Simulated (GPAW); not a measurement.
# Work function of Y2CO2 MXene monolayer at several levels, part 2 of 2

Aim: the work function of both faces of Y2CO2 MXene monolayer, and its spread over functionals and bases.

GPAW 26.7.0; GPAW, PAW setups; layer in a repeated cell with vacuum, relaxation of atoms and in-plane cell (the session's first sound run).

So far, upper work function (eV): step 3 (the slab's potential, PBE, GPAW) 5.81; step 4 (OptPBE vdW: xc = "optPBE-vdW", GPAW, PAW setups, GPAW) 6.07; step 5 (self-consistent run: xc = "revPBE") 5.67; step 6 (self-consistent run: xc = "vdW-DF2", GPAW, PAW setups, GPAW) 6.29.

### 7. Self-consistent run: xc = "RPBE"

Level of this step: GPAW, PAW setups; slab in vacuum (GPAW).

The same geometry under RPBE, to see how far the functional moves the levels against the vacuum.

File run.py:

```python
import json
import numpy as np
from ase import Atoms
from gpaw import GPAW, PW

slab = Atoms(
    ['O', 'Y', 'C', 'Y', 'O'],
    positions=[
        [-0.00000, 2.01450, 8.00000],
        [1.74460, 1.00724, 8.76036],
        [-0.00000, 0.00000, 10.56462],
        [-0.00000, 2.01450, 12.36889],
        [1.74460, 1.00724, 13.12923]],
    cell=[[3.4892, 0.0, 0.0], [-1.7446, 3.02174, 0.0], [0.0, 0.0, 21.1292]],
    pbc=[True, True, False])

slab.calc = GPAW(mode=PW(500), xc='RPBE', kpts={'size': (9, 9, 1), 'gamma': True},
                 occupations={'name': 'fermi-dirac', 'width': 0.05}, nbands='160%',
                 convergence={'density': 1e-05}, maxiter=200,
                 poissonsolver={'dipolelayer': 'xy'},
                 symmetry={'tolerance': 1e-3}, txt='slab.txt')
result = {}
energy = slab.get_potential_energy()
fermi = slab.calc.get_fermi_level()
v = slab.calc.get_electrostatic_potential().mean((0, 1)) - fermi
n = slab.calc.get_pseudo_density().mean((0, 1))
L = slab.cell[2, 2]
z = np.arange(len(v)) * L / len(v)
low, high = slab.positions[:, 2].min(), slab.positions[:, 2].max()
below, above = np.interp([low - 5.8, high + 5.8], z, v)
slopes = [np.interp(x, z, np.gradient(v, z)) for x in (low - 5.8, high + 5.8)]
eps = np.array([[slab.calc.get_eigenvalues(k, s) for k in range(len(slab.calc.get_ibz_k_points()))]
                for s in range(slab.calc.get_number_of_spins())]) - fermi
top, bottom = eps[eps < 0].max(), eps[eps > 0].min()
dipole = slab.get_dipole_moment()[2]
print(f'energy {energy:.4f} eV, Fermi level {fermi:.4f} eV, dipole {dipole:.5f} e A')
print(f'potential 5.8 A off the faces, from the Fermi level: lower {below:.4f} eV, upper {above:.4f} eV')
print(f'slope of the potential there: lower {slopes[0]:.5f}, upper {slopes[1]:.5f} eV/A')
print(f'nearest levels on the mesh: {top:.4f} and {bottom:.4f} eV')
print('magnetic moment', round(slab.get_magnetic_moment(), 3))
result.update(energy=energy, fermi=fermi, dipole=dipole, below=below, above=above, slopes=slopes, edges=[top, bottom],
              z=z.tolist(), v=v.tolist(), n=n.tolist(), positions=slab.positions.tolist(),
              forces=slab.get_forces(apply_constraint=False).tolist(), moments=slab.get_magnetic_moments().tolist())
json.dump(result, open('result.json', 'w'))
```

Command:

```bash
OMP_NUM_THREADS=1 OPENBLAS_NUM_THREADS=1 python run.py
```

Log:

```text
energy -35.1063 eV, Fermi level -1.6175 eV, dipole 0.00064 e A
potential 5.8 A off the faces, from the Fermi level: lower 5.6725 eV, upper 5.6618 eV
slope of the potential there: lower -0.00028, upper 0.00028 eV/A
nearest levels on the mesh: -0.0387 and 0.0058 eV
magnetic moment 0.0
```

Wall time 38 s (1 thread of Arm Neoverse V2, shared host); peak memory 0.24 GiB.

This step gave:

```
dipole along the normal                    : 6.36e-4 e·Å
levels nearest the Fermi level on the mesh : -0.03866, 0.005837 eV from the Fermi level
upper work function                        : 5.662 eV
lower work function                        : 5.673 eV
```

Table of electrostatic potential energy of an electron (without an applied field's), less the Fermi level, planar mean by z:

z (Å), electrostatic potential energy of an electron (without an applied field's), less the Fermi level, planar mean (eV) and a bar from the least value:
```
      0.0        5.7 ##############################
      0.5        5.7 ##############################
      1.0        5.7 ##############################
      1.5        5.7 ##############################
      2.0        5.7 ##############################
      2.5        5.7 ##############################
      3.0        5.7 ##############################
      3.5        5.7 ##############################
      4.0        5.7 ##############################
      4.5        5.7 ##############################
      5.0        5.7 ##############################
      5.5        5.7 ##############################
      6.0        5.6 ##############################
      6.5        5.5 ##############################
      7.0        4.8 #############################
      7.5        1.1 ########################
      8.0      -11.4 #######
      8.5      -15.6 ##
      9.0      -14.6 ###
      9.5       -3.4 ##################
     10.0        0.0 #######################
     10.5       -6.0 ###############
     11.0       -0.9 #####################
     11.5       -1.6 ####################
     12.0      -11.6 #######
     12.5      -17.1 
     13.0      -12.8 ######
     13.5       -1.4 #####################
     14.0        4.3 ############################
     14.5        5.4 ##############################
     15.0        5.6 ##############################
     15.5        5.6 ##############################
     16.0        5.7 ##############################
     16.5        5.7 ##############################
     17.0        5.7 ##############################
     17.5        5.7 ##############################
     18.0        5.7 ##############################
     18.5        5.7 ##############################
     19.0        5.7 ##############################
     19.5        5.7 ##############################
     20.0        5.7 ##############################
     20.5        5.7 ##############################
     21.0        5.7 ##############################
```

The upper face's work function is 5.662 eV, against 5.806 eV in the first plane-wave PBE run at this geometry.

### 8. Self-consistent run: xc = "LDA"

The same geometry under LDA, to see how far the functional moves the levels against the vacuum.

run.py, as its differences from that of step 7:

```diff
@@ -16,3 +16,3 @@
 
-slab.calc = GPAW(mode=PW(500), xc='RPBE', kpts={'size': (9, 9, 1), 'gamma': True},
+slab.calc = GPAW(mode=PW(500), xc='LDA', kpts={'size': (9, 9, 1), 'gamma': True},
                  occupations={'name': 'fermi-dirac', 'width': 0.05}, nbands='160%',
```

Log:

```text
energy -40.2592 eV, Fermi level -2.0796 eV, dipole 0.00064 e A
potential 5.8 A off the faces, from the Fermi level: lower 6.1486 eV, upper 6.1379 eV
slope of the potential there: lower -0.00029, upper 0.00029 eV/A
nearest levels on the mesh: -0.0280 and 0.0101 eV
magnetic moment 0.0
```

Wall time 36 s (1 thread); peak memory 0.24 GiB.

Numbers from this step:

```yaml
levels_nearest_the_fermi_level_on_the_mesh: -0.02799, 0.01007 eV from the Fermi level
upper_work_function: 6.138 eV
lower_work_function: 6.149 eV
```

Electrostatic potential energy of an electron (without an applied field's), less the Fermi level, planar mean against z:

| z (Å) | electrostatic potential energy of an electron (without an applied field's), less the Fermi level, planar mean (eV) |
| --- | --- |
| 0 | 6.14 |
| 1 | 6.15 |
| 2 | 6.15 |
| 3 | 6.15 |
| 4 | 6.15 |
| 5 | 6.15 |
| 6 | 6.11 |
| 7 | 5.29 |
| 8 | -11.0 |
| 9 | -14.1 |
| 10 | 0.406 |
| 11 | -0.469 |
| 12 | -11.1 |
| 13 | -12.3 |
| 14 | 4.81 |
| 15 | 6.08 |
| 16 | 6.13 |
| 17 | 6.14 |
| 18 | 6.14 |
| 19 | 6.14 |
| 20 | 6.14 |
| 21 | 6.14 |

The upper face's work function is 6.138 eV, against 5.806 eV in the first plane-wave PBE run at this geometry.

### 9. Real-space grid: mode = "fd"

A real-space grid is a second complete basis, so it checks the plane-wave result.

run.py, as its differences from that of step 8:

```diff
@@ -3,3 +3,3 @@
 from ase import Atoms
-from gpaw import GPAW, PW
+from gpaw import GPAW
 
@@ -16,3 +16,3 @@
 
-slab.calc = GPAW(mode=PW(500), xc='LDA', kpts={'size': (9, 9, 1), 'gamma': True},
+slab.calc = GPAW(mode='fd', h=0.18, xc='PBE', kpts={'size': (9, 9, 1), 'gamma': True},
                  occupations={'name': 'fermi-dirac', 'width': 0.05}, nbands='160%',
```

Log:

```text
energy -38.0978 eV, Fermi level -5.8120 eV, dipole 0.00062 e A
potential 5.8 A off the faces, from the Fermi level: lower 5.8173 eV, upper 5.8067 eV
slope of the potential there: lower -0.00000, upper 0.00000 eV/A
nearest levels on the mesh: -0.0358 and 0.0100 eV
magnetic moment 0.0
```

It took 85 s on 1 thread; peak memory 0.48 GiB.

Numbers from this step:

- dipole along the normal: 6.20e-4 e·Å
- levels nearest the Fermi level on the mesh: -0.03576, 0.01003 eV from the Fermi level
- upper work function: 5.807 eV
- lower work function: 5.817 eV

Electrostatic potential energy of an electron (without an applied field's), less the Fermi level, planar mean against z:

| z (Å) | electrostatic potential energy of an electron (without an applied field's), less the Fermi level, planar mean (eV) |
| --- | --- |
| 0.0 | 5.81 |
| 0.5 | 5.82 |
| 1.0 | 5.82 |
| 1.5 | 5.82 |
| 2.0 | 5.82 |
| 2.5 | 5.82 |
| 3.0 | 5.82 |
| 3.5 | 5.82 |
| 4.0 | 5.82 |
| 4.5 | 5.82 |
| 5.0 | 5.82 |
| 5.5 | 5.81 |
| 6.0 | 5.78 |
| 6.5 | 5.64 |
| 7.0 | 4.96 |
| 7.5 | 1.25 |
| 8.0 | -11.3 |
| 8.5 | -15.5 |
| 9.0 | -14.5 |
| 9.5 | -3.26 |
| 10.0 | 0.107 |
| 10.5 | -5.87 |
| 11.0 | -0.713 |
| 11.5 | -1.47 |
| 12.0 | -11.5 |
| 12.5 | -17.0 |
| 13.0 | -12.6 |
| 13.5 | -1.24 |
| 14.0 | 4.49 |
| 14.5 | 5.54 |
| 15.0 | 5.75 |
| 15.5 | 5.79 |
| 16.0 | 5.80 |
| 16.5 | 5.81 |
| 17.0 | 5.81 |
| 17.5 | 5.81 |
| 18.0 | 5.81 |
| 18.5 | 5.81 |
| 19.0 | 5.81 |
| 19.5 | 5.81 |
| 20.0 | 5.81 |
| 20.5 | 5.81 |
| 21.0 | 5.81 |

The upper face's work function is 5.807 eV, against 5.806 eV in the first plane-wave PBE run at this geometry.

### 10. Atomic orbitals: mode = "lcao"

Atom-centred orbitals end a few angstrom from the surface, which tests how much the density's tail matters.

run.py, as its differences from that of step 9:

```diff
@@ -16,4 +16,4 @@
 
-slab.calc = GPAW(mode='fd', h=0.18, xc='PBE', kpts={'size': (9, 9, 1), 'gamma': True},
-                 occupations={'name': 'fermi-dirac', 'width': 0.05}, nbands='160%',
+slab.calc = GPAW(mode='lcao', basis='dzp', h=0.18, xc='PBE', kpts={'size': (9, 9, 1), 'gamma': True},
+                 occupations={'name': 'fermi-dirac', 'width': 0.05}, nbands='120%',
                  convergence={'density': 1e-05}, maxiter=200,
```

Log:

```text
energy -35.4308 eV, Fermi level -5.9496 eV, dipole 0.00062 e A
potential 5.8 A off the faces, from the Fermi level: lower 5.9549 eV, upper 5.9443 eV
slope of the potential there: lower -0.00000, upper 0.00000 eV/A
nearest levels on the mesh: -0.0366 and 0.0143 eV
magnetic moment 0.0
```

It took 2 min on 1 thread; peak memory 0.3 GiB.

This step gave:

```
levels nearest the Fermi level on the mesh : -0.03662, 0.01425 eV from the Fermi level
upper work function                        : 5.944 eV
lower work function                        : 5.955 eV
```

The upper face's work function is 5.944 eV, against 5.806 eV in the first plane-wave PBE run at this geometry.

### 11. All levels side by side

Times are for 1 thread of Arm Neoverse V2, shared host. The runs compared:

| no. | run | upper work function (eV) | lower work function (eV) | time | memory (GiB) |
| --- | --- | --- | --- | --- | --- |
| 1 | pw | 5.806 | 5.817 | 37 s | 0.24 |
| 2 | optPBE vdW | 6.066 | 6.077 | 48 s | 0.42 |
| 3 | revPBE | 5.666 | 5.677 | 39 s | 0.24 |
| 4 | vdW DF2 | 6.286 | 6.297 | 50 s | 0.42 |
| 5 | RPBE | 5.662 | 5.673 | 38 s | 0.24 |
| 6 | LDA | 6.138 | 6.149 | 36 s | 0.24 |
| 7 | fd | 5.807 | 5.817 | 85 s | 0.48 |
| 8 | lcao | 5.944 | 5.955 | 2 min | 0.3 |

### 12. Side by side

Results and costs are gathered.

This step: comparison of work functions, dipole and cost (GPAW 26.7.0).

Ladder, by row:

| step | code | work function, upper (eV) | work function, lower (eV) | dipole (e Å) | wall time (s) | peak memory (GiB) | threads |
| --- | --- | --- | --- | --- | --- | --- | --- |
| pw | GPAW | 5.806 | 5.817 | 6.36e-4 | 37.2 | 0.24 | 1 |
| optPBE-vdW | GPAW | 6.066 | 6.077 | 6.35e-4 | 47.87 | 0.42 | 1 |
| revPBE | GPAW | 5.666 | 5.677 | 6.36e-4 | 38.88 | 0.24 | 1 |
| vdW-DF2 | GPAW | 6.286 | 6.297 | 6.35e-4 | 49.76 | 0.42 | 1 |
| RPBE | GPAW | 5.662 | 5.673 | 6.36e-4 | 38.5 | 0.24 | 1 |
| LDA | GPAW | 6.138 | 6.149 | 6.36e-4 | 35.93 | 0.24 | 1 |
| fd | GPAW | 5.807 | 5.817 | 6.20e-4 | 84.93 | 0.48 | 1 |
| lcao | GPAW | 5.944 | 5.955 | 6.20e-4 | 120.4 | 0.3 | 1 |

### 13. A changed run

One more run, with changed settings.

This step: GPAW, PAW setups; slab in vacuum (GPAW 26.7.0).

run.py, as its differences from that of step 10:

```diff
@@ -3,3 +3,3 @@
 from ase import Atoms
-from gpaw import GPAW
+from gpaw import GPAW, PW
 
@@ -16,5 +16,5 @@
 
-slab.calc = GPAW(mode='lcao', basis='dzp', h=0.18, xc='PBE', kpts={'size': (9, 9, 1), 'gamma': True},
-                 occupations={'name': 'fermi-dirac', 'width': 0.05}, nbands='120%',
-                 convergence={'density': 1e-05}, maxiter=200,
+slab.calc = GPAW(mode=PW(500), xc='pbe96', kpts={'size': (9, 9, 1), 'gamma': True},
+                 occupations={'name': 'fermi-dirac', 'width': 0.05}, nbands='160%',
+                 convergence={'density': 1e-05}, maxiter=50,
                  poissonsolver={'dipolelayer': 'xy'},
```

Log:

```text
NameError: Unknown functional: pbe96.
```

Run time: 0.65 s. Hardware: 1 thread; peak memory 0.1 GiB.

The program refused the input before any cycle.

The program's message: “NameError: Unknown functional: pbe96.”

The change that led to it: xc = "pbe96".

### 14. Summary of results

```yaml
work_function_upper_and_lower_face: 5.806 and 5.817 eV
dipole_along_the_normal: 6.4e-4 e Å
```

**Reading.** With plane waves and PBE the work function is 5.81 eV on the upper face and 5.82 eV on the lower. Over the sound runs of the table the upper face's work function spans 5.662 (RPBE) to 6.286 eV (vdW-DF2). Atomic orbitals miss the plane-wave value by 0.14 eV, since they describe the tail of the density in the vacuum poorly. The small printed dipole stands for a step of -11 meV from the lower to the upper face, and the probes find -11 meV; values this small are near the numerical noise of both. The layer's cell and atoms come from the relaxation; spin-orbit coupling and temperature are left out.

[Logs are printed without paths, hosts, clocks, repeated set-up lines and the standing remarks that a program may print on its own settings, such as how far it seeks lower states.]

[Hosts, paths, dates, database ids (printed as entryN), source tags and the programs' standing remarks are cut or masked in the printed files.]
